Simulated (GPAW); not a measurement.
## MgS (F-43m): G0W0 with GPAW, start to end

Aim: the G0W0 gap of MgS (F-43m) on LDA, step by step.

Program: GPAW 26.7.0. Level of theory: LDA and many-body steps on it, plane waves. Results are calculated unless marked as measured.

### 1. The starting structure

Symmetry: F-43m, No. 216, cubic system. The conventional cell has a = 5.666 Å, b = 5.666 Å, c = 5.666 Å, α = 90.00°, β = 90.00°, γ = 90.00°. Nearest to Mg lie 4 S at 2.45 Å. Nearest to S lie 4 Mg at 2.45 Å. Farther neighbours and most contacts between anions are not listed.

Coordinates:

```
Mg S
1.0
     0.00000    2.83312    2.83312
     2.83312    0.00000    2.83312
     2.83312    2.83312    0.00000
Mg S
1 1
Direct
  0.00000 0.00000 0.00000
  0.75000 0.75000 0.75000
```

The cell and positions are those that the Materials Project relaxed with its own functionals (PBE, PBE+U or r2SCAN), kept fixed. This is not the form that MgS usually takes at ambient conditions.

### 2. Ground state

This step: GPAW 26.7.0; DFT, LDA, plane waves, PAW.

The ground-state density comes first.

Contents of run.py:

```python
import json
import numpy as np
from gpaw.mpi import world
from ase import Atoms
from gpaw import GPAW, PW, FermiDirac

atoms = Atoms(['Mg', 'S'],
    cell=[[0.0000000000, 2.8331200468, 2.8331200468],
      [2.8331200468, 0.0000000000, 2.8331200468],
      [2.8331200468, 2.8331200468, 0.0000000000]],
    scaled_positions=[[0.0000000000, 0.0000000000, 0.0000000000],
      [0.7500000000, 0.7500000000, 0.7500000000]],
    pbc=(True, True, True))
calc = GPAW(mode=PW(450),
    xc='LDA',
    kpts={'size': (8, 8, 8), 'gamma': True},
    occupations=FermiDirac(0.001),
    nbands=-7,
    convergence={'density': 1e-6, 'bands': -3},
    maxiter=100,
    txt='gs.txt')
atoms.calc = calc
res = {'energy': atoms.get_potential_energy()}
kpts = calc.get_ibz_k_points()
res['kpts'] = kpts
res['eigenvalues'] = [calc.get_eigenvalues(kpt=k) for k in range(len(kpts))]
res['n_electrons'] = calc.get_number_of_electrons()
calc.write('gs.gpw')

if world.rank == 0:
    with open('result.json', 'w') as f:
        json.dump(res, f, default=lambda x: x.tolist())
```

Launch:

```
$ mpirun -n 4 gpaw python run.py
```

Numbers of over 12 decimals in the logs are rounded to 6 here.

The log of the run:

```text
__  _  _
 | _ |_)|_||  |
 |__||  | ||/\| - 26.7.0

Input parameters:
  mode=PW(ecut=450.000000),
  convergence={'density': 1e-06, 'bands': -3},
  kpts=MonkhorstPack(size=(8, 8, 8), gamma=True),
  maxiter=100,
  nbands=-7,
  occupations=Occupations(name='fermi-dirac', width=0.001, fixmagmom=False),
  xc=XC(name='LDA')
  [... matrices ...]
Diagonalizing LCAO Hamiltonian
Converting LCAO to pw mode

                    S

       Mg

Atoms  # Å, Bohr magnetons
|   | symbol |        x |        y |        z |    initial magnetic moments |
| 0 |     Mg | 0.000000 | 0.000000 | 0.000000 | ( 0.0000,  0.0000,  0.0000) |
| 1 |      S | 4.249680 | 4.249680 | 4.249680 | ( 0.0000,  0.0000,  0.0000) |

Unit cell  # Å
| periodic |        x |        y |        z |  lengths |    angles |
|      yes | 0.000000 | 2.833120 | 2.833120 | 4.006637 | 60.000000 |
|      yes | 2.833120 | 0.000000 | 2.833120 | 4.006637 | 60.000000 |
|      yes | 2.833120 | 2.833120 | 0.000000 | 4.006637 | 60.000000 |

Number of symmetries: 24
Symmetry operations  # r_c * U_cc + t_c -> r_c
|    | kind |            matrix            |
|  0 |  E   |  1, 0, 0,  0, 1, 0,  0, 0, 1 |
|  1 |  σ   |  1, 0, 0,  0, 0, 1,  0, 1, 0 |
|  2 |  σ   |  1, 0,-1,  0, 1,-1,  0, 0,-1 |
|  3 |  C3  |  1, 0,-1,  0, 0,-1,  0, 1,-1 |
|  4 |  C3  |  1,-1, 0,  0,-1, 1,  0,-1, 0 |
|  5 |  σ   |  1,-1, 0,  0,-1, 0,  0,-1, 1 |
|  6 |  σ   |  0, 1, 0,  1, 0, 0,  0, 0, 1 |
|  7 |  C3  |  0, 1, 0,  0, 0, 1,  1, 0, 0 |
|  8 |  C2  |  0, 1,-1,  1, 0,-1,  0, 0,-1 |
|  9 |  S4  |  0, 1,-1,  0, 0,-1,  1, 0,-1 |
| 10 |  C3  |  0, 0, 1,  1, 0, 0,  0, 1, 0 |
| 11 |  σ   |  0, 0, 1,  0, 1, 0,  1, 0, 0 |
| 12 |  S4  |  0, 0,-1,  1, 0,-1,  0, 1,-1 |
| 13 |  C3  |  0, 0,-1,  0, 1,-1,  1, 0,-1 |
| 14 |  S4  |  0,-1, 1,  1,-1, 0,  0,-1, 0 |
| 15 |  C2  |  0,-1, 1,  0,-1, 0,  1,-1, 0 |
| 16 |  C3  |  0,-1, 0,  1,-1, 0,  0,-1, 1 |
| 17 |  S4  |  0,-1, 0,  0,-1, 1,  1,-1, 0 |
| 18 |  S4  | -1, 1, 0, -1, 0, 1, -1, 0, 0 |
| 19 |  C3  | -1, 1, 0, -1, 0, 0, -1, 0, 1 |
| 20 |  C3  | -1, 0, 1, -1, 1, 0, -1, 0, 0 |
| 21 |  S4  | -1, 0, 1, -1, 0, 0, -1, 1, 0 |
| 22 |  σ   | -1, 0, 0, -1, 1, 0, -1, 0, 1 |
| 23 |  C2  | -1, 0, 0, -1, 0, 1, -1, 1, 0 |

BZ-sampling:
  Number of BZ points: 512
  Number of IBZ points: 29

  Monkhorst-Pack size: [8, 8, 8]
  Monkhorst-Pack shift: [0.0625, 0.0625, 0.0625]

K-points  # in reciprocal-cell coordinates
|     |                                coordinates |     weight |
|   0 | (  0.00000000,   0.00000000,   0.00000000) | 0.00195312 |
|   1 | (  0.12500000,   0.12500000,   0.00000000) | 0.01171875 |
|   2 | (  0.12500000,   0.12500000,   0.12500000) | 0.01562500 |
|   3 | (  0.25000000,   0.12500000,   0.12500000) | 0.02343750 |
|   4 | (  0.25000000,   0.25000000,   0.00000000) | 0.01171875 |
|   5 | (  0.25000000,   0.25000000,   0.12500000) | 0.04687500 |
|   6 | (  0.25000000,   0.25000000,   0.25000000) | 0.01562500 |
|   7 | (  0.37500000,   0.25000000,  -0.37500000) | 0.04687500 |
|   8 | (  0.37500000,   0.25000000,   0.12500000) | 0.04687500 |
|   9 | (  0.37500000,   0.25000000,   0.25000000) | 0.04687500 |
| ... |                                            |            |
|  28 | (  0.50000000,   0.50000000,   0.50000000) | 0.00781250 |

Plane wave coefficients: 995
Cutoff: 450.000000 eV

Spin-components: 1 (collinear spins)
Bands:           15
Projectors:      10
Spin-degeneracy: 2
Datatype:        complex128

  Storage: CPU
  Wave functions: 6_716_400 bytes (1_679_100 per core)
  Projectors: 9_402_960 bytes (2_350_740 per core)
  [... matrices ...]
Parallelization:
  kpt:    4
  domain: 1
  band:   1

Density:
  Valence electrons: 16.0
  Components: 1
  Grid points: [20 20 20]
  Charge: 0.0  # |e|

Potential:
  Grid points: [20 20 20]

species:
  Mg:
    name:    Magnesium
    Z:       12.0
    valence: 10
    core:    2
    charge:  0.0  # [|e|]
    compensation charges:
      type: gauss
      rc: 0.33  # [Å]
      lmax: 2
    cutoffs:
      filter: 1.86  # [Å]
      core: 0.54  # [Å]
    projectors
    | kind |    occ | energy [eV] | rcut [Å] |
    |   2s |  2.000 |     -79.291 |    1.090 |
    |   3s |  2.000 |      -4.782 |    1.090 |
    |   2p |  6.000 |     -46.725 |    1.085 |
    |   3p |  0.000 |      -1.374 |    1.085 |
    |    d |        |       0.000 |    1.037 |

    Using partial waves for Mg as LCAO basis

  S:
    name:    Sulfur
    Z:       16.0
    valence: 6
    core:    10
    charge:  0.0  # [|e|]
    compensation charges:
      type: gauss
      rc: 0.24  # [Å]
      lmax: 2
    cutoffs:
      filter: 1.77  # [Å]
      core: 1.66  # [Å]
    projectors
    | kind |    occ | energy [eV] | rcut [Å] |
    |   3s |  2.000 |     -17.278 |    0.974 |
    |   3p |  4.000 |      -7.106 |    0.979 |
    |    s |        |       9.933 |    0.974 |
    |    p |        |      20.105 |    0.979 |
    |    d |        |       0.000 |    0.900 |

    Using partial waves for S as LCAO basis

Reference energy: -16251.813960  # eV

eigensolver:
  PPCG
  Converge bands: -3
  niter=2

density mixing:
  MSR1-Mixer
  Pratt-step length: 0.05
  Maximum mixing coefficient: 0.75
  Old densities: 10
  SVD Regularization: 0.005
  Good broyden scale: 1.0
  Trust region scale: 1.0
  Backstep threshold: 4.0
  History deletion threshold: 6.0
  Fourier metric: weight=20.0, sigma=0.015

occupation numbers:
  Fermi-Dirac:
    width: 0.0010  # eV

poisson solver:
  ecut: 3600.000000  # eV

xc functional:
  name: None

Initialization done in: 0.908 s

convergence criteria:
- Maximum integral of absolute [dens]ity change: 1e-06 electrons / valence electron
- Maximum [total energy] change in last 3 cyles: 0.0005 eV / valence electron
- Maximum integral of absolute [eigenst]ate change: 4e-08 eV^2 / valence electron
maximum number of iterations: 100

SCF iterations
|iter     |     time |      energy | eigst |  dens |
|iter:   1|  |   -9.866082 | +0.96 |       |
|iter:   2|  |   -9.772924 | -0.30 | -1.08 |
|iter:   3|  |   -9.409670 | -1.09 | -1.12 |
|iter:   4|  |   -9.409353 | -3.12 | -1.77 |
|iter:   5|  |   -9.409488c| -3.77 | -2.21 |
|iter:   6|  |   -9.409499c| -5.69 | -3.29 |
|iter:   7|  |   -9.409501c| -6.77 | -3.72 |
|iter:   8|  |   -9.409501c| -7.46c| -5.01 |
|iter:   9|  |   -9.409501c| -8.39c| -5.52 |
|iter:  10|  |   -9.409501c| -8.82c| -6.23c|

Converged in 10 steps
SCF loop duration: 1.637 s (0.164 s/step)
Energy contributions relative to reference atoms: (reference = -16251.813960)
  [... matrices ...]
Energy contributions:
  Kinetic:           6.549813
  Coulomb:          -5.990434
  Zero:             -0.053104
  External:          0.000000
  Xc:               -9.915776
  Entropy:          -0.000000
  Spinorbit:         0.000000
  ----------------------------
  Free energy:      -9.409501
  Extrapolated:     -9.409501

dipole moment: (-5.527567, -5.527567, -5.527567)  # |e|*Ang

Fermi level: 2.534
Eigenvalues  # (at kpt = [0.000, 0.000, 0.000])
| band index |      eig [eV] | occ [0-2] |
|          0 |       -71.651 |     2.000 |
|          1 |       -39.094 |     2.000 |
|          2 |       -39.094 |     2.000 |
|          3 |       -39.094 |     2.000 |
|          4 |        -9.702 |     2.000 |
|          5 |         1.541 |     2.000 |
|          6 |         1.541 |     2.000 |
|          7 |         1.541 |     2.000 |
|          8 |         4.716 |     0.000 |
|          9 |         9.281 |     0.000 |
|         10 |         9.281 |     0.000 |
|         11 |         9.281 |     0.000 |
|         12 |        12.210 |     0.000 |
|         13 |        12.210 |     0.000 |
|         14 |        14.922 |     0.000 |

Gap: 3.176 eV
Transition (v -> c):
  (s=0, k=0, n=7, [0.00, 0.00, 0.00]) -> (s=0, k=0, n=8, [0.00, 0.00, 0.00])
No difference between direct/indirect transitions
# Writing to gs.gpw (mode='')
  [... matrices ...]
```

Wall time 4.4 s (4 MPI ranks of Arm Neoverse V1, shared host); peak memory 0.59 GiB; 17 s of CPU time.

This step gave:

- total energy: -9.410 eV
- gap: 3.176 eV
- k of the valence top: 0, 0, 0
- k of the conduction bottom: 0, 0, 0
- least direct gap: 3.176 eV

The gap is direct, at Γ.

### 3. Bands along the symmetry lines

The cheap functional maps the bands first; the places of the edges decide which points the dearer methods must see.

Contents of run.py:

```python
import json
import numpy as np
from gpaw.mpi import world
from gpaw import GPAW

path = [[0.000000, 0.000000, 0.000000],
    [-0.062500, -0.062500, 0.000000],
    [-0.125000, -0.125000, 0.000000],
    [-0.187500, -0.187500, 0.000000],
    [-0.250000, -0.250000, 0.000000],
    [-0.312500, -0.312500, 0.000000],
    [-0.375000, -0.375000, 0.000000],
    [-0.437500, -0.437500, 0.000000],
    [-0.500000, -0.500000, 0.000000],
    [-0.484375, -0.484375, 0.031250],
    [-0.468750, -0.468750, 0.062500],
    [-0.453125, -0.453125, 0.093750],
    [-0.437500, -0.437500, 0.125000],
    [-0.421875, -0.421875, 0.156250],
    [-0.406250, -0.406250, 0.187500],
    [-0.390625, -0.390625, 0.218750],
    [-0.375000, -0.375000, 0.250000],
    [-0.375000, 0.000000, 0.375000],
    [-0.328125, 0.000000, 0.328125],
    [-0.281250, 0.000000, 0.281250],
    [-0.234375, 0.000000, 0.234375],
    [-0.187500, 0.000000, 0.187500],
    [-0.140625, 0.000000, 0.140625],
    [-0.093750, 0.000000, 0.093750],
    [-0.046875, 0.000000, 0.046875],
    [0.000000, 0.000000, 0.000000],
    [0.000000, 0.000000, 0.062500],
    [0.000000, 0.000000, 0.125000],
    [0.000000, 0.000000, 0.187500],
    [0.000000, 0.000000, 0.250000],
    [0.000000, 0.000000, 0.312500],
    [0.000000, 0.000000, 0.375000],
    [0.000000, 0.000000, 0.437500],
    [0.000000, 0.000000, 0.500000],
    [-0.062500, -0.031250, 0.468750],
    [-0.125000, -0.062500, 0.437500],
    [-0.187500, -0.093750, 0.406250],
    [-0.250000, -0.125000, 0.375000],
    [-0.312500, -0.156250, 0.343750],
    [-0.375000, -0.187500, 0.312500],
    [-0.437500, -0.218750, 0.281250],
    [-0.500000, -0.250000, 0.250000],
    [-0.500000, -0.281250, 0.218750],
    [-0.500000, -0.312500, 0.187500],
    [-0.500000, -0.343750, 0.156250],
    [-0.500000, -0.375000, 0.125000],
    [-0.500000, -0.406250, 0.093750],
    [-0.500000, -0.437500, 0.062500],
    [-0.500000, -0.468750, 0.031250],
    [-0.500000, -0.500000, 0.000000]]
calc = GPAW('gs.gpw').fixed_density(kpts=path,
    symmetry='off',
    nbands=18,
    convergence={'bands': 14},
    txt='bands.txt')
res = {}
kpts = calc.get_ibz_k_points()
res['kpts'] = kpts
res['eigenvalues'] = [calc.get_eigenvalues(kpt=k) for k in range(len(kpts))]
res['n_electrons'] = calc.get_number_of_electrons()

if world.rank == 0:
    with open('result.json', 'w') as f:
        json.dump(res, f, default=lambda x: x.tolist())
```

Launch:

```
$ mpirun -n 4 gpaw python run.py
```

The log of the run:

```text
Diagonalizing LCAO Hamiltonian
Converting LCAO to pw mode
convergence criteria:
- Maximum integral of absolute [eigenst]ate change: 4e-08 eV^2 / valence electron
maximum number of iterations: 100

SCF iterations
|iter     |     time |      energy | eigst |  dens |
|iter:   1|  |             | +1.64 |       |
|iter:   2|  |             | +0.83 |       |
|iter:   3|  |             | -0.01 |       |
[...]
|iter:   8|  |             | -6.36 |       |
|iter:   9|  |             | -7.26 |       |
|iter:  10|  |             | -8.14c|       |
SCF steps: 10
  __  _  _
 | _ |_)|_||  |
 |__||  | ||/\| - 26.7.0

Input parameters:
  mode=PW(ecut=450.000000),
  convergence={'bands': 14},
  gpts=array([20, 20, 20]),
  kpts=KPoints(kpts=array([[ 0.      ,  0.      ,  0.      ],
         [-0.0625  , -0.0625  ,  0.      ],
         [-0.125   , -0.125   ,  0.      ],
         [-0.1875  , -0.1875  ,  0.      ],
[...]
[-0.484375, -0.484375,  0.03125 ],
[...]
[-0.453125, -0.453125,  0.09375 ],
[...]
[-0.421875, -0.421875,  0.15625 ],
[...]
[-0.390625, -0.390625,  0.21875 ],
[...]
[-0.328125,  0.      ,  0.328125],
[...]
[-0.234375,  0.      ,  0.234375],
[...]
[-0.140625,  0.      ,  0.140625],
[...]
[-0.046875,  0.      ,  0.046875],
         [ 0.      ,  0.      ,  0.      ],
         [ 0.      ,  0.      ,  0.0625  ],
         [ 0.      ,  0.      ,  0.125   ],
[...]
[ 0.      ,  0.      ,  0.4375  ],
         [ 0.      ,  0.      ,  0.5     ],
[...]
[-0.5     , -0.4375  ,  0.0625  ],
         [-0.5     , -0.46875 ,  0.03125 ],
         [-0.5     , -0.5     ,  0.      ]])),
  maxiter=100,
  nbands=18,
  occupations=Occupations(name='fermi-dirac', width=0.001, fixmagmom=False),
  parallel={},
  symmetry=Symmetry(point_group=False, time_reversal=False),
  xc=XC(name='LDA')
```

It took 5.5 s on 4 MPI ranks; peak memory 0.62 GiB; 22 s of CPU time.

Numbers from this step:

* gap: 3.176 eV
* k of the valence top: 0, 0, 0
* k of the conduction bottom: 0, 0, 0
* least direct gap: 3.176 eV

The gap is 3.176 eV, as in the run before at this level.

Electronic bands along the path, in eV, zero at the top of the highest filled band; v1 is the highest filled band, c1 the lowest empty one:

```
    point      v4     v3     v2     v1    c1    c2     c3     c4
        Γ  -11.24   0.00   0.00   0.00  3.18  7.74   7.74   7.74
  halfway  -10.82  -1.80  -0.58  -0.58  4.94  6.30   8.19   9.26
        X  -10.32  -2.88  -1.05  -1.05  3.66  5.42  10.87  12.00
  halfway  -10.32  -2.78  -1.37  -0.99  3.99  5.81  10.33  11.13
        U  -10.33  -2.54  -1.92  -0.83  4.62  6.77   9.34   9.95
jump to K  -10.33  -2.54  -1.92  -0.83  4.62  6.77   9.34   9.95
  halfway  -10.79  -2.08  -0.88  -0.16  5.59  7.05   7.54   8.36
        Γ  -11.24   0.00   0.00   0.00  3.18  7.74   7.74   7.74
  halfway  -10.92  -1.91  -0.18  -0.18  4.72  7.57   7.96   7.96
        L  -10.55  -3.20  -0.33  -0.33  4.86  7.44   7.44   8.36
  halfway  -10.43  -2.84  -1.33  -0.66  5.85  6.26   8.52   8.66
        W  -10.31  -2.35  -1.87  -1.36  5.34  7.72   7.97   8.30
  halfway  -10.32  -2.69  -1.39  -1.22  4.35  6.14   9.80   9.95
        X  -10.32  -2.88  -1.05  -1.05  3.66  5.42  10.87  12.00
```

The electronic bands as a text plot (rows in eV, shown from -8.0 to 8.6 only):

```
    8.3 |  +++++           ++++++++++      ++  +++++ +++++++
    7.6 |++                   +++++++++++++++++++++++    +++
    6.9 |  +++            +++++++++               +++  ++   +
    6.2 |     ++++      ++    ++                     ++      +
    5.5 |         ++++++    ++  +                   ++++++++  +++
    4.8 |    +++++        ++     ++         ++++++++        +
    4.1 |  ++     +    +++         ++    +++                 +++
    3.4 |++        ++++              ++++                       +
    2.8 |
    2.1 |
    1.4 |
    0.7 |
    0.0 |****                 **********************
   -0.7 |  *******************  *****    **       *******
   -1.4 |    *        ***   **** **        *          ** ********
   -2.1 |     ****       ***  ***           ***         ****
   -2.8 |         ************                 **   *****   *****
   -3.5 |                                        ***
   -4.2 |
   -4.9 |
   -5.6 |
   -6.3 |
   -7.0 |
   -7.7 |
         Γ           X  U|K            Γ         L        W     X
```

### 4. Empty states on the mesh, 4×4×4 mesh, 154 bands

The sums over transitions need many empty states on a uniform mesh; this step solves for them.

Contents of run.py:

```python
import json
import numpy as np
from gpaw.mpi import world
from gpaw import GPAW

calc = GPAW('gs.gpw').fixed_density(kpts={'size': (4, 4, 4), 'gamma': True},
    parallel={'domain': 1, 'band': 1},
    txt='nscf.txt')
calc.diagonalize_full_hamiltonian(nbands=154)
calc.write('full.gpw', mode='all')
res = {}
kpts = calc.get_ibz_k_points()
res['kpts'] = kpts
res['eigenvalues'] = [calc.get_eigenvalues(kpt=k) for k in range(len(kpts))]
res['n_electrons'] = calc.get_number_of_electrons()

if world.rank == 0:
    with open('result.json', 'w') as f:
        json.dump(res, f, default=lambda x: x.tolist())
```

Launch:

```
$ mpirun -n 4 gpaw python run.py
```

The log of the run:

```text
Diagonalizing LCAO Hamiltonian
Converting LCAO to pw mode
convergence criteria:
- Maximum integral of absolute [eigenst]ate change: 4e-08 eV^2 / valence electron
maximum number of iterations: 100

SCF iterations
|iter     |     time |      energy | eigst |  dens |
|iter:   1|  |             | +0.95 |       |
|iter:   2|  |             | -0.36 |       |
|iter:   3|  |             | -1.33 |       |
[...]
|iter:   7|  |             | -6.15 |       |
|iter:   8|  |             | -7.30 |       |
|iter:   9|  |             | -7.89c|       |
SCF steps: 9
  __  _  _
 | _ |_)|_||  |
 |__||  | ||/\| - 26.7.0

Input parameters:
  mode=PW(ecut=450.000000),
  convergence={'density': 1e-06, 'bands': -3},
  gpts=array([20, 20, 20]),
  kpts=MonkhorstPack(size=(4, 4, 4), gamma=True),
  maxiter=100,
  nbands=15,
  occupations=Occupations(name='fermi-dirac', width=0.001, fixmagmom=False),
  parallel={'domain': 1, 'band': 1},
  xc=XC(name='LDA')
Matrix size: 982x982
# Writing to full.gpw (mode='all')
  [... matrices ...]

timing:  # [seconds]
  Total: 2.458  # ━━━━━━━━━━━━━━━━━━━━━━━━━━━━━━━━━━━━━━━━━━━━━━━━━━━━━━━━━━━
```

Run time: 5.6 s. Hardware: 4 MPI ranks; peak memory 0.83 GiB.

This step gave:

- gap: 3.176 eV
- k of the valence top: 0, 0, 0
- k of the conduction bottom: 0, 0, 0
- least direct gap: 3.176 eV
- k points computed: 8
- lowest point of the top converged band, above the valence top: 118.9443 eV

On this mesh the gap is 3.176 eV.

(Continued in part 2 of 2.)

[Paths, hosts, dates, memory and timing lines, banners, echoed tables and standing remarks are left out of the program output.]

[Logs are printed without paths, hosts, clocks, repeated set-up lines and the standing remarks that a program may print on its own settings, such as how far it seeks lower states.]

[Runs of the session that timed out or met a known fault of the program may be left out.]

[Hosts, paths, dates, database ids (printed as entryN), source tags and the programs' standing remarks are cut or masked in the printed files.]
